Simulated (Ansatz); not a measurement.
## How fast states decay through LuSbTe3

Wanted: the relaxed cell of LuSbTe3, its band edges and its decay constants. It is built by putting Sb for Bi in the LuBiTe3 structure of space group R3m, with the volume rescaled by atomic radii. The parent structure comes from the Materials Project.

Method: LDA DFT, plane waves, PAW files, in the first sound run; inputs show where later runs differ, in Ansatz 0.2.0.

The structure was built from a prototype and need not be the compound's stable phase.

### 1. Set-up

The structure is trigonal, space group R3m (No. 160). Conventional cell: a = 4.338 Å, b = 4.338 Å, c = 31.596 Å, α = 90.00°, β = 90.00°, γ = 120.00°. Nearest to Lu lie 6 Te at 2.95 to 3.13 Å. Nearest to Sb lie 6 Te at 3.03 to 3.33 Å. Nearest to Te lie 3 Lu at 3.13 Å and 3 Sb at 3.33 Å. Nearest to Te lie 3 Sb at 3.03 Å. Te has 3 Lu at 2.95 Å nearest. It derives from LuBiTe3. Sb for Bi in the LuBiTe3 structure of space group R3m. Farther neighbours and most contacts between anions are not listed.

### 2. Relaxing the new crystal

The substituted atoms don't fit the parent's cell, so cell and atoms relax together. A small smearing keeps the run stable in case the gap closes on the way.

Input file input.yaml:

```yaml
crystal:
  lattice:
    - [2.1691678, 1.2523696133, 10.5320317085]
    - [-2.1691678, 1.2523696133, 10.5320317085]
    - [0.0, -2.5047392265, 10.5320317085]
  atoms:
    - { symbol: Lu, position: [0.602372, 0.602372, 0.602372] }
    - { symbol: Sb, position: [0.397805, 0.397805, 0.397805] }
    - { symbol: Te, position: [0.995102, 0.995102, 0.995102] }
    - { symbol: Te, position: [0.784998, 0.784998, 0.784998] }
    - { symbol: Te, position: [0.219724, 0.219724, 0.219724] }
kpoints:
  mp_grid: { grid: [6, 6, 6] }
scf:
  occupations: { method: gaussian, width: 0.03 }
hamiltonian:
  xc: lda
output:
  forces: true
  stress: true
relax:
  f_tol: 0.02
  max_steps: 60
  cell: {}
```

Started as:

```console
$ ansatz run input.yaml --threads 2 --pin off --max-ram 4096MiB --backend cpu --events-out ev --progress --plain --runs-dir out
```

Numbers of over 12 decimals in the logs are rounded to 6 here.

Log:

```text
basis.fft_grid_basis auto: the FFT boxes are laid along the combinations [[1, 0, -1], [0, 1, -1], [0, 0, 1]] of the cell's own vectors, 4.338, 4.338 and 10.826 Å long. The dense box has 30×30×75 points. Along the cell's own vectors, as sized, it would have 75×75×75, 6.25 times as many. Of the 6 symmetry operations that the crystal satisfies within crystal.symmetry.tolerance (time reversal apart; of a slab, those that [...]
Engine: ansatz 0.2.0, x86_64-unknown-linux-gnu
Pseudopotentials: kind: paw
Pseudopotential: Lu, paw, valence charge 25, recommended cutoff 420 eV (normal), Lu.paw.azcp
Pseudopotential: Sb, paw, valence charge 15, recommended cutoff 420 eV (normal), Sb.paw.azcp
Pseudopotential: Te, paw, valence charge 16, recommended cutoff 420 eV (normal), Te.paw.azcp
Functional definition: SPW92
  exchange = slater_x
  correlation = pw_c
Crystal: 5 atoms, lattice volume = 171.668 Å³
Basis set: ecut = 420 eV, 3371 PW (Γ), FFT grids on a1−a3, a2−a3, a3
Bands: 53, of which v1, the nominal top of the filled ones, is band 44 counted from 1 (43 counted from 0)
Symmetry: 6 space group operations
Space group: R3m (ITA 160), of the structure as read, at distance tolerance 5.6e-5 Å
k-points: 32 of 216 (time reversal used)
Non-local potential: Lu, projectors of the file, l = 0: 3, l = 1: 2, l = 2: 2, l = 3: 3
Non-local potential: Sb, projectors of the file, l = 0: 2, l = 1: 2, l = 2: 2, l = 3: 2
Non-local potential: Te, projectors of the file, l = 0: 2, l = 1: 2, l = 2: 2, l = 3: 2
PAW form: soft (Blöchl's): semilocal exchange-correlation on the pseudo side does not see the compensation charge
PAW frozen core: Lu, regenerated for the run's functional, and the local potential with it (the file was generated under x = pbe(κ = 0.804, μ = 0.219515), c = pbe(β = 0.066725))
PAW frozen core: Sb, regenerated for the run's functional, and the local potential with it (the file was generated under x = pbe(κ = 0.804, μ = 0.219515), c = pbe(β = 0.066725))
PAW frozen core: Te, regenerated for the run's functional, and the local potential with it (the file was generated under x = pbe(κ = 0.804, μ = 0.219515), c = pbe(β = 0.066725))
PAW one-centre angular grid: Lu, 590 points (default); XC on 64 Gauss nodes
PAW one-centre angular grid: Sb, 590 points (default); XC on 64 Gauss nodes
PAW one-centre angular grid: Te, 590 points (default); XC on 64 Gauss nodes
Initial density: superposition of atomic densities (neutral atoms: chi_scale 0, normalization atom), corrected by the library's trained network
Initial wavefunctions: pseudopotential atomic-orbital guess
Functional: x = slater, c = lda
SCF iter   1: F=—  HF=-41313.596869 eV  |F-HF|=—  |Δ(HF+E_count)|=         —  Δρ=4.77e-3  dr2=3.49e-2  ethr=1.77e-3  ⟨swp⟩=8.3  Hψ=7225  notcnv=0  defer=10
preconditioner: auto → Resta (q_TF=auto, 2.441 Å⁻¹)  ε∞=6.0  [insulator: Δε(μ)=0.839 eV  Ē_g=8.010 eV  σ=0.030 eV  W_gap=1.00  n_scr=44 (ndim 8)  ℏωp=17.9 eV  f_vac=0.052  D(μ)=0.00/eV (n_scr^D=0)  ε∞_Penn≈6.0]
SCF iter   2: F=—  HF=-41313.585803 eV  |F-HF|=—  |Δ(HF+E_count)|=   1.11e-2  Δρ=2.47e-3  dr2=7.12e-3  ethr=3.97e-5  ⟨swp⟩=3.2  Hψ=3692  notcnv=0  defer=125
SCF iter   3: F=—  HF=-41313.585402 eV  |F-HF|=—  |Δ(HF+E_count)|=   4.01e-4  Δρ=8.59e-4  dr2=1.25e-3  ethr=8.09e-6  ⟨swp⟩=2.0  Hψ=3089  notcnv=0  defer=125
SCF iter   4: F=—  HF=-41313.584271 eV  |F-HF|=—  |Δ(HF+E_count)|=   1.13e-3  Δρ=4.53e-4  dr2=3.53e-4  ethr=1.42e-6  ⟨swp⟩=3.0  Hψ=3339  notcnv=0  defer=125
SCF iter   5: F=—  HF=-41313.584183 eV  |F-HF|=—  |Δ(HF+E_count)|=   8.84e-5  Δρ=1.17e-4  dr2=5.71e-5  ethr=4.01e-7  ⟨swp⟩=2.0  Hψ=3090  notcnv=0  defer=125
SCF iter   6: F=—  HF=-41313.584037 eV  |F-HF|=—  |Δ(HF+E_count)|=   1.46e-4  Δρ=4.54e-5  dr2=5.35e-6  ethr=6.49e-8  ⟨swp⟩=2.0  Hψ=2601  notcnv=0  defer=125
SCF iter   7: F=—  HF=-41313.584036 eV  |F-HF|=—  |Δ(HF+E_count)|=   4.84e-7  Δρ=2.23e-5  dr2=9.99e-7  ethr=6.08e-9  ⟨swp⟩=2.3  Hψ=2921  notcnv=0  defer=125
SCF iter   8: F=-41313.584036 eV  HF=-41313.584036 eV  |F-HF|=3.50e-8  |Δ(HF+E_count)|=   3.20e-7  Δρ=5.16e-6  dr2=9.86e-8  ethr=1.14e-10  ⟨swp⟩=5.2  Hψ=10037  notcnv=0
SCF 1 converged in 8 iterations: F = -41313.584036 eV  dr2 = 9.86e-8
  greatest PAW one-centre occupation: 0.999 electrons in one spin orbital (limit 2), on the Te atom at site 3 (counted from 0), in its partial waves of l = 2
relax step   1: F+E_penalty+E_count = -41313.58403593 eV  Δ(F+E_penalty+E_count) = +0.000e0 eV  max|allowed force component| = 5.776e-1 eV/Å  Δτ_max = 0.0000 Å  P = -4.149 GPa  Ω = 171.668 Å³  (8 SCF iters, dr2 threshold 1.00e-7 eV, accepted)
Crystal: 5 atoms, lattice volume = 148.778 Å³
Basis set: ecut = 420 eV, 2865 PW (Γ), FFT grids on a1−a3, a2−a3, a3
Initial density: handed on by an earlier stage of this run
Initial wavefunctions: those handed on with the density
iter 1 solved again at ethr=2.86e-3 eV; its pass at ethr=3.10e-3 eV (dr2=2.51e0 eV) is discarded
SCF iter   1: F=—  HF=-41314.179530 eV  |F-HF|=—  |Δ(HF+E_count)|=         —  Δρ=1.25e-2  dr2=2.52e0  ethr=2.86e-3  ⟨swp⟩=1.3  Hψ=9996  notcnv=0
preconditioner: auto → LDOS  [insulator: Δε(μ)=0.052 eV  Ē_g=8.508 eV  σ=0.030 eV  W_gap=0.71  n_scr=42 (ndim 8)  ℏωp=19.3 eV  f_vac=0.013  D(μ)=0.41/eV (n_scr^D=2)  ε∞_Penn≈6.1  β→1.0]
SCF iter   2: F=—  HF=-41315.371962 eV  |F-HF|=—  |Δ(HF+E_count)|=    1.19e0  Δρ=2.78e-2  dr2=1.35e1  ethr=2.86e-3  ⟨swp⟩=5.8  Hψ=5774  notcnv=0  defer=119  recentre
preconditioner: auto → Resta (q_TF=auto, 2.500 Å⁻¹)  ε∞=6.9  [insulator: Δε(μ)=0.606 eV  Ē_g=7.912 eV  σ=0.030 eV  W_gap=1.00  n_scr=42 (ndim 8)  ℏωp=19.3 eV  f_vac=0.018  D(μ)=0.00/eV (n_scr^D=0)  ε∞_Penn≈6.9  β→0.5]
SCF iter   3: F=—  HF=-41313.826973 eV  |F-HF|=—  |Δ(HF+E_count)|=    1.54e0  Δρ=3.06e-3  dr2=5.78e-2  ethr=2.86e-3  ⟨swp⟩=4.1  Hψ=3609  notcnv=0  defer=106
SCF iter   4: F=—  HF=-41313.818412 eV  |F-HF|=—  |Δ(HF+E_count)|=   8.56e-3  Δρ=2.07e-3  dr2=9.11e-3  ethr=6.57e-5  ⟨swp⟩=4.2  Hψ=4842  notcnv=0  defer=111
SCF iter   5: F=—  HF=-41313.812260 eV  |F-HF|=—  |Δ(HF+E_count)|=   6.15e-3  Δρ=1.06e-3  dr2=3.10e-3  ethr=1.04e-5  ⟨swp⟩=3.5  Hψ=4107  notcnv=0  defer=111
SCF iter   6: F=—  HF=-41313.811515 eV  |F-HF|=—  |Δ(HF+E_count)|=   7.45e-4  Δρ=3.99e-4  dr2=4.15e-4  ethr=3.52e-6  ⟨swp⟩=2.5  Hψ=2963  notcnv=0  defer=111
SCF iter   7: F=—  HF=-41313.811320 eV  |F-HF|=—  |Δ(HF+E_count)|=   1.94e-4  Δρ=1.28e-4  dr2=3.84e-5  ethr=4.71e-7  ⟨swp⟩=2.1  Hψ=2913  notcnv=0  defer=111
SCF iter   8: F=—  HF=-41313.811314 eV  |F-HF|=—  |Δ(HF+E_count)|=   6.14e-6  Δρ=4.02e-5  dr2=3.85e-6  ethr=4.36e-8  ⟨swp⟩=2.1  Hψ=2586  notcnv=0  defer=111
[...]
SCF iter   1: F=—  HF=-41313.862341 eV  |F-HF|=—  |Δ(HF+E_count)|=         —  Δρ=1.01e-2  dr2=1.76e-1  ethr=1.93e-4  ⟨swp⟩=3.2  Hψ=10718  notcnv=0
preconditioner: auto → Resta (q_TF=auto, 2.498 Å⁻¹)  ε∞=6.4  [insulator: Δε(μ)=0.254 eV  Ē_g=8.269 eV  σ=0.030 eV  W_gap=1.00  n_scr=42 (ndim 8)  ℏωp=19.2 eV  f_vac=0.012  D(μ)=0.00/eV (n_scr^D=0)  ε∞_Penn≈6.4]
SCF iter   2: F=—  HF=-41313.820739 eV  |F-HF|=—  |Δ(HF+E_count)|=   4.16e-2  Δρ=3.59e-3  dr2=1.77e-2  ethr=1.93e-4  ⟨swp⟩=4.2  Hψ=3252  notcnv=0  defer=2
SCF iter   3: F=—  HF=-41313.817428 eV  |F-HF|=—  |Δ(HF+E_count)|=   3.31e-3  Δρ=1.60e-3  dr2=1.89e-3  ethr=2.01e-5  ⟨swp⟩=3.3  Hψ=3861  notcnv=0  defer=4
SCF iter   4: F=—  HF=-41313.818933 eV  |F-HF|=—  |Δ(HF+E_count)|=   1.51e-3  Δρ=8.41e-4  dr2=1.01e-3  ethr=2.15e-6  ⟨swp⟩=3.0  Hψ=5077  notcnv=0  defer=3
SCF iter   5: F=—  HF=-41313.817693 eV  |F-HF|=—  |Δ(HF+E_count)|=   1.24e-3  Δρ=1.54e-4  dr2=3.68e-5  ethr=1.14e-6  ⟨swp⟩=3.0  Hψ=4014  notcnv=0  defer=84
SCF iter   6: F=—  HF=-41313.817572 eV  |F-HF|=—  |Δ(HF+E_count)|=   1.21e-4  Δρ=1.00e-4  dr2=1.41e-5  ethr=4.19e-8  ⟨swp⟩=2.8  Hψ=3190  notcnv=0  defer=86
SCF iter   7: F=—  HF=-41313.817576 eV  |F-HF|=—  |Δ(HF+E_count)|=   3.59e-6  Δρ=2.51e-5  dr2=1.45e-6  ethr=1.60e-8  ⟨swp⟩=2.3  Hψ=2998  notcnv=0  defer=86
SCF iter   8: F=-41313.817575 eV  HF=-41313.817576 eV  |F-HF|=1.57e-7  |Δ(HF+E_count)|=   1.33e-7  Δρ=1.06e-5  dr2=2.65e-7  ethr=5.68e-10  ⟨swp⟩=6.6  Hψ=8644  notcnv=0
SCF 3 converged in 8 iterations: F = -41313.817575 eV  dr2 = 2.65e-7
relax step   3: F+E_penalty+E_count = -41313.81757535 eV  Δ(F+E_penalty+E_count) = -6.260e-3 eV  max|allowed force component| = 3.812e-1 eV/Å  Δτ_max = 0.1712 Å  P = +0.039 GPa  Ω = 149.422 Å³  energy of the carried Pulay correction = +5.254e-3 eV  (8 SCF iters, dr2 threshold 5.00e-7 eV, accepted)
[...]
relax step   4: F+E_penalty+E_count = -41313.81509718 eV  Δ(F+E_penalty+E_count) = +2.478e-3 eV  max|allowed force component| = 5.030e-1 eV/Å  Δτ_max = 0.1004 Å  P = +0.127 GPa  Ω = 151.190 Å³  energy of the carried Pulay correction = +4.789e-3 eV  (7 SCF iters, dr2 threshold 5.00e-7 eV, rejected (line search))
[...]
relax step   5: F+E_penalty+E_count = -41313.84135700 eV  Δ(F+E_penalty+E_count) = -2.378e-2 eV  max|allowed force component| = 1.010e-1 eV/Å  Δτ_max = 0.0489 Å  P = +0.014 GPa  Ω = 150.658 Å³  energy of the carried Pulay correction = +4.928e-3 eV  (11 SCF iters, accepted)
[...]
relax step   6: F+E_penalty+E_count = -41313.84680375 eV  Δ(F+E_penalty+E_count) = -5.447e-3 eV  max|allowed force component| = 3.969e-2 eV/Å  Δτ_max = 0.0426 Å  P = -0.029 GPa  Ω = 151.669 Å³  energy of the carried Pulay correction = +4.665e-3 eV  (7 SCF iters, dr2 threshold 5.00e-7 eV, accepted)
[...]
relax step   7: F+E_penalty+E_count = -41313.84696916 eV  Δ(F+E_penalty+E_count) = -1.654e-4 eV  max|allowed force component| = 1.372e-2 eV/Å  Δτ_max = 0.0107 Å  P = +0.012 GPa  Ω = 151.884 Å³  energy of the carried Pulay correction = +4.610e-3 eV  (6 SCF iters, dr2 threshold 9.84e-8 eV, accepted)
Initial wavefunctions: pseudopotential atomic-orbital guess (no wavefunctions were taken with the density)
iter 1 solved again at ethr=1.66e-7 eV; its pass at ethr=3.10e-3 eV (dr2=1.46e-4 eV) is discarded
SCF iter   1: F=—  HF=-41313.843151 eV  |F-HF|=—  |Δ(HF+E_count)|=         —  Δρ=1.17e-4  dr2=3.08e-6  ethr=1.66e-7  ⟨swp⟩=4.9  Hψ=14467  notcnv=0
preconditioner: auto → Resta (q_TF=auto, 2.491 Å⁻¹)  ε∞=6.3  [insulator: Δε(μ)=0.480 eV  Ē_g=8.249 eV  σ=0.030 eV  W_gap=1.00  n_scr=42 (ndim 8)  ℏωp=19.1 eV  f_vac=0.017  D(μ)=0.00/eV (n_scr^D=0)  ε∞_Penn≈6.3]
SCF iter   2: F=—  HF=-41313.843152 eV  |F-HF|=—  |Δ(HF+E_count)|=   1.26e-6  Δρ=6.52e-5  dr2=1.71e-6  ethr=3.50e-9  ⟨swp⟩=3.0  Hψ=3936  notcnv=0
SCF iter   3: F=—  HF=-41313.843152 eV  |F-HF|=—  |Δ(HF+E_count)|=   4.19e-8  Δρ=2.97e-5  dr2=3.13e-7  ethr=1.94e-9  ⟨swp⟩=3.0  Hψ=3865  notcnv=0
SCF iter   4: F=—  HF=-41313.843152 eV  |F-HF|=—  |Δ(HF+E_count)|=   2.32e-7  Δρ=9.11e-6  dr2=4.68e-8  ethr=3.56e-10  ⟨swp⟩=3.0  Hψ=3640  notcnv=0
SCF iter   5: F=—  HF=-41313.843152 eV  |F-HF|=—  |Δ(HF+E_count)|=    0.00e0  Δρ=1.58e-6  dr2=3.02e-9  ethr=5.32e-11  ⟨swp⟩=2.4  Hψ=3165  notcnv=0
SCF iter   6: F=—  HF=-41313.843152 eV  |F-HF|=—  |Δ(HF+E_count)|=  4.15e-10  Δρ=4.05e-7  dr2=1.15e-9  ethr=3.44e-12  ⟨swp⟩=2.8  Hψ=3298  notcnv=0
SCF iter   7: F=—  HF=-41313.843152 eV  |F-HF|=—  |Δ(HF+E_count)|=  2.62e-10  Δρ=1.38e-7  dr2=3.87e-11  ethr=1.00e-12  ⟨swp⟩=5.9  Hψ=10350  notcnv=0
SCF iter   8: F=-41313.843152 eV  HF=-41313.843152 eV  |F-HF|=1.46e-11  |Δ(HF+E_count)|=  3.64e-11  Δρ=6.01e-8  dr2=1.58e-11  ethr=1.00e-12  ⟨swp⟩=5.7  Hψ=7433  notcnv=0
SCF 8 converged in 8 iterations: F = -41313.843152 eV  dr2 = 1.58e-11
relax step   8: F+E_penalty+E_count = -41313.84315192 eV  Δ(F+E_penalty+E_count) = +3.817e-3 eV  max|allowed force component| = 1.391e-2 eV/Å  Δτ_max = 0.0000 Å  P = -0.005 GPa  Ω = 151.884 Å³  stress off target by 1.46e-2 GPa  SCF on the basis re-selected at this cell (its energy is not comparable with the rows above)  (8 SCF iters)
basis re-selected at this cell: Δ(F+E_penalty+E_count) = +3.817e-3 eV, ΔP = -0.017 GPa vs the last step (what re-selecting the basis moved, of the pressure what is left beyond the Pulay correction that the steps carried, after the strain that the cell walked since its last selection, with what the two solves' SCF thresholds leave and, on support functions, any second-order correction that the steps lacked; it is no measure of the basis error at this ecutwfc). The dense FFT grid was sized anew with the basis: this SCF ran on 30×30×72 points, the steps before it on 30×30×75, so part of this shift can come from that change (see relax.cell in the input reference). [rest of the remark cut]
SCF converged after 8 iterations
Free energy (F): -41313.843152 eV
Harris-Foulkes:  -41313.843152 eV  (|F-HF|=1.46e-11)
Internal energy: -41313.843152 eV  (E = F + TS)
E sigma→0 (E₀):  -41313.843152 eV
Fermi energy:    10.628318 eV
--- Per-component energies (eV) ---
  E_band       = -966.182247
  E_kinetic    = 1175.395349
  E_local      = -13497.994093  (includes V_loc(G=0)·N_el)
  E_nonlocal   = 40.031397
  E_hartree    = 6642.922317
  E_xc         = -727.972322
  E_vxc        = -672.565519  (∫ρ·V_xc dr)
  E_paw        = -25092.540915  (= ΣΔE_a)
  E_vpaw       = -1296.893594  (= ΣTr[D̂ρ^β])
  E_aug_tail   = -0.000620  (compensation charges beyond the density's cutoff)
  E_ewald      = -9858.597708
  E_core_change = 4.913442  (= ΣΔE_core)
  E_smearing   = -0.000000  (= −TS)
  E_closure    = 0.000000  (closes the sum)
  Σ components = -41313.843152   (vs F -41313.843152, Δ=0.00e0)
--- Forces (eV/Å), atoms counted from 1 ---
  atom   1  Lu     0.00000000     0.00000000     0.01338409
  atom   2  Sb     0.00000000    -0.00000000    -0.00855449
  atom   3  Te     0.00000000     0.00000000     0.00510759
  atom   4  Te    -0.00000000     0.00000000     0.00397173
  atom   5  Te     0.00000000    -0.00000000    -0.01390410
  max |Σ_I F_I| component: 4.81e-6 eV/Å
--- Stress (GPa, compression-positive) ---
       -0.014068       0.000000       0.000000
        0.000000      -0.014068       0.000000
        0.000000       0.000000       0.014608
  P = ⅓ Tr σ = -0.0045 GPa (-0.045 kbar)
--- Relaxed structure (7 steps of the walk, 6 accepted, 1 SCFs on fresh bases) ---
  F+E_penalty+E_count = -41313.84315192 eV   max|allowed force component| = 1.391e-2 eV/Å   (the final SCF, on the basis selected at the relaxed cell)
  cell:  # Å, volume = 151.8837 Å³
    - [2.094501, 1.209261, 9.994459]
    - [-2.094501, 1.209261, 9.994459]
    - [0, -2.418521, 9.994459]
  atoms:
    - { symbol: Lu, position: [0.601441, 0.601441, 0.601441] }
    - { symbol: Sb, position: [0.400036, 0.400036, 0.400036] }
    - { symbol: Te, position: [0.995732, 0.995732, 0.995732] }
    - { symbol: Te, position: [0.788447, 0.788447, 0.788447] }
    - { symbol: Te, position: [0.214345, 0.214345, 0.214345] }
```

Elapsed: 31 s, on 2 threads of AMD EPYC 9R45, shared host; peak memory 0.63 GiB; 61 s of CPU time.

The steps of the relaxation:

| step | energy less that of the first step (eV) | largest force component (eV/Å) | pressure (GPa) | volume (Å³) |
| --- | --- | --- | --- | --- |
| 1 | 0.0000 | 0.5776 | -4.15 | 171.67 |
| 2 | -0.2273 | 0.4932 | 1.85 | 148.78 |
| 3 | -0.2335 | 0.3812 | 0.04 | 149.42 |
| 4 | -0.2311 | 0.5030 | 0.13 | 151.19 |
| 5 | -0.2573 | 0.1010 | 0.01 | 150.66 |
| 6 | -0.2628 | 0.0397 | -0.03 | 151.67 |
| 7 | -0.2629 | 0.0137 | 0.01 | 151.88 |
| 8* | -0.2591 | 0.0139 | 0.00 | 151.88 |

Relaxation steps marked * repeat the geometry before them on a plane-wave basis chosen anew for their cell, so energy and pressure can jump there. Relaxation step 4 was tried and not accepted.

Forces are held to the 6 operations that the run works with; a distortion that breaks them can't arise in this run.

| conventional cell, symmetrised | before | after | change |
| --- | --- | --- | --- |
| a (Å) | 4.338 | 4.189 | -3.4 % |
| b (Å) | 4.338 | 4.189 | -3.4 % |
| c (Å) | 31.596 | 29.983 | -5.1 % |
| volume (Å³/atom) | 34.33 | 30.38 | -11.5 % |

The atoms that moved most (Å, as changes of fractional coordinates times the final cell):

| atom | dx | dy | dz | length |
| --- | --- | --- | --- | --- |
| Te5 | 0.000 | 0.000 | -0.161 | 0.161 |
| Te4 | 0.000 | 0.000 | 0.103 | 0.103 |
| Sb2 | 0.000 | 0.000 | 0.067 | 0.067 |
| Lu1 | 0.000 | 0.000 | -0.028 | 0.028 |
| Te3 | 0.000 | 0.000 | 0.019 | 0.019 |

Final coordinates:

```cif
data_structure
_symmetry_space_group_name_H-M 'P 1'
_symmetry_Int_Tables_number 1
_cell_length_a 10.2829
_cell_length_b 10.2829
_cell_length_c 10.2829
_cell_angle_alpha 23.505
_cell_angle_beta 23.505
_cell_angle_gamma 23.505
_cell_volume 151.88
loop_
_atom_site_label
_atom_site_type_symbol
_atom_site_fract_x
_atom_site_fract_y
_atom_site_fract_z
_atom_site_occupancy
Lu1 Lu 0.60144 0.60144 0.60144 1
Sb2 Sb 0.40004 0.40004 0.40004 1
Te3 Te 0.99573 0.99573 0.99573 1
Te4 Te 0.78845 0.78845 0.78845 1
Te5 Te 0.21434 0.21434 0.21434 1
```

This step gave:

| Property | Result |
| --- | --- |
| free energy | -41313.8432 eV |
| Fermi energy | 10.63 eV |
| pressure | -0.004509 GPa |

The largest force component on a free atom ends at 0.014 eV/Å.

(Part 1 of 3 ends here.)

[Logs are printed without paths, hosts, clocks, repeated set-up lines and the standing remarks that a program may print on its own settings, such as how far it seeks lower states.]

[Hosts, paths, dates, database ids (printed as entryN), source tags and the programs' standing remarks are cut or masked in the printed files.]
